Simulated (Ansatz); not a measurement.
Reflectivity of Bi (R-3m) at normal incidence (Ansatz, PBE, independent particles, without spin-orbit coupling, line width 0.1 eV (Gaussian), carrier damping 0.05 eV):

```csv
E (eV),R (%)
1.00,77.1
1.25,78.9
1.50,79.9
1.75,82.5
2.00,85.2
2.25,85.9
2.50,85.9
2.75,85.4
3.00,84.4
3.25,82.7
3.50,79.4
3.75,75.8
4.00,69.3
4.25,62.9
4.50,49.7
4.75,33.5
5.00,29.7
```

Task: What colour would a polished face show in daylight?

Result: Near white: CIE x = 0.312, y = 0.330, luminous reflectivity 84 % under D65, from the mean over the axes.

[Logs are printed without paths, hosts, clocks, repeated set-up lines and the standing remarks that a program may print on its own settings, such as how far it seeks lower states.]
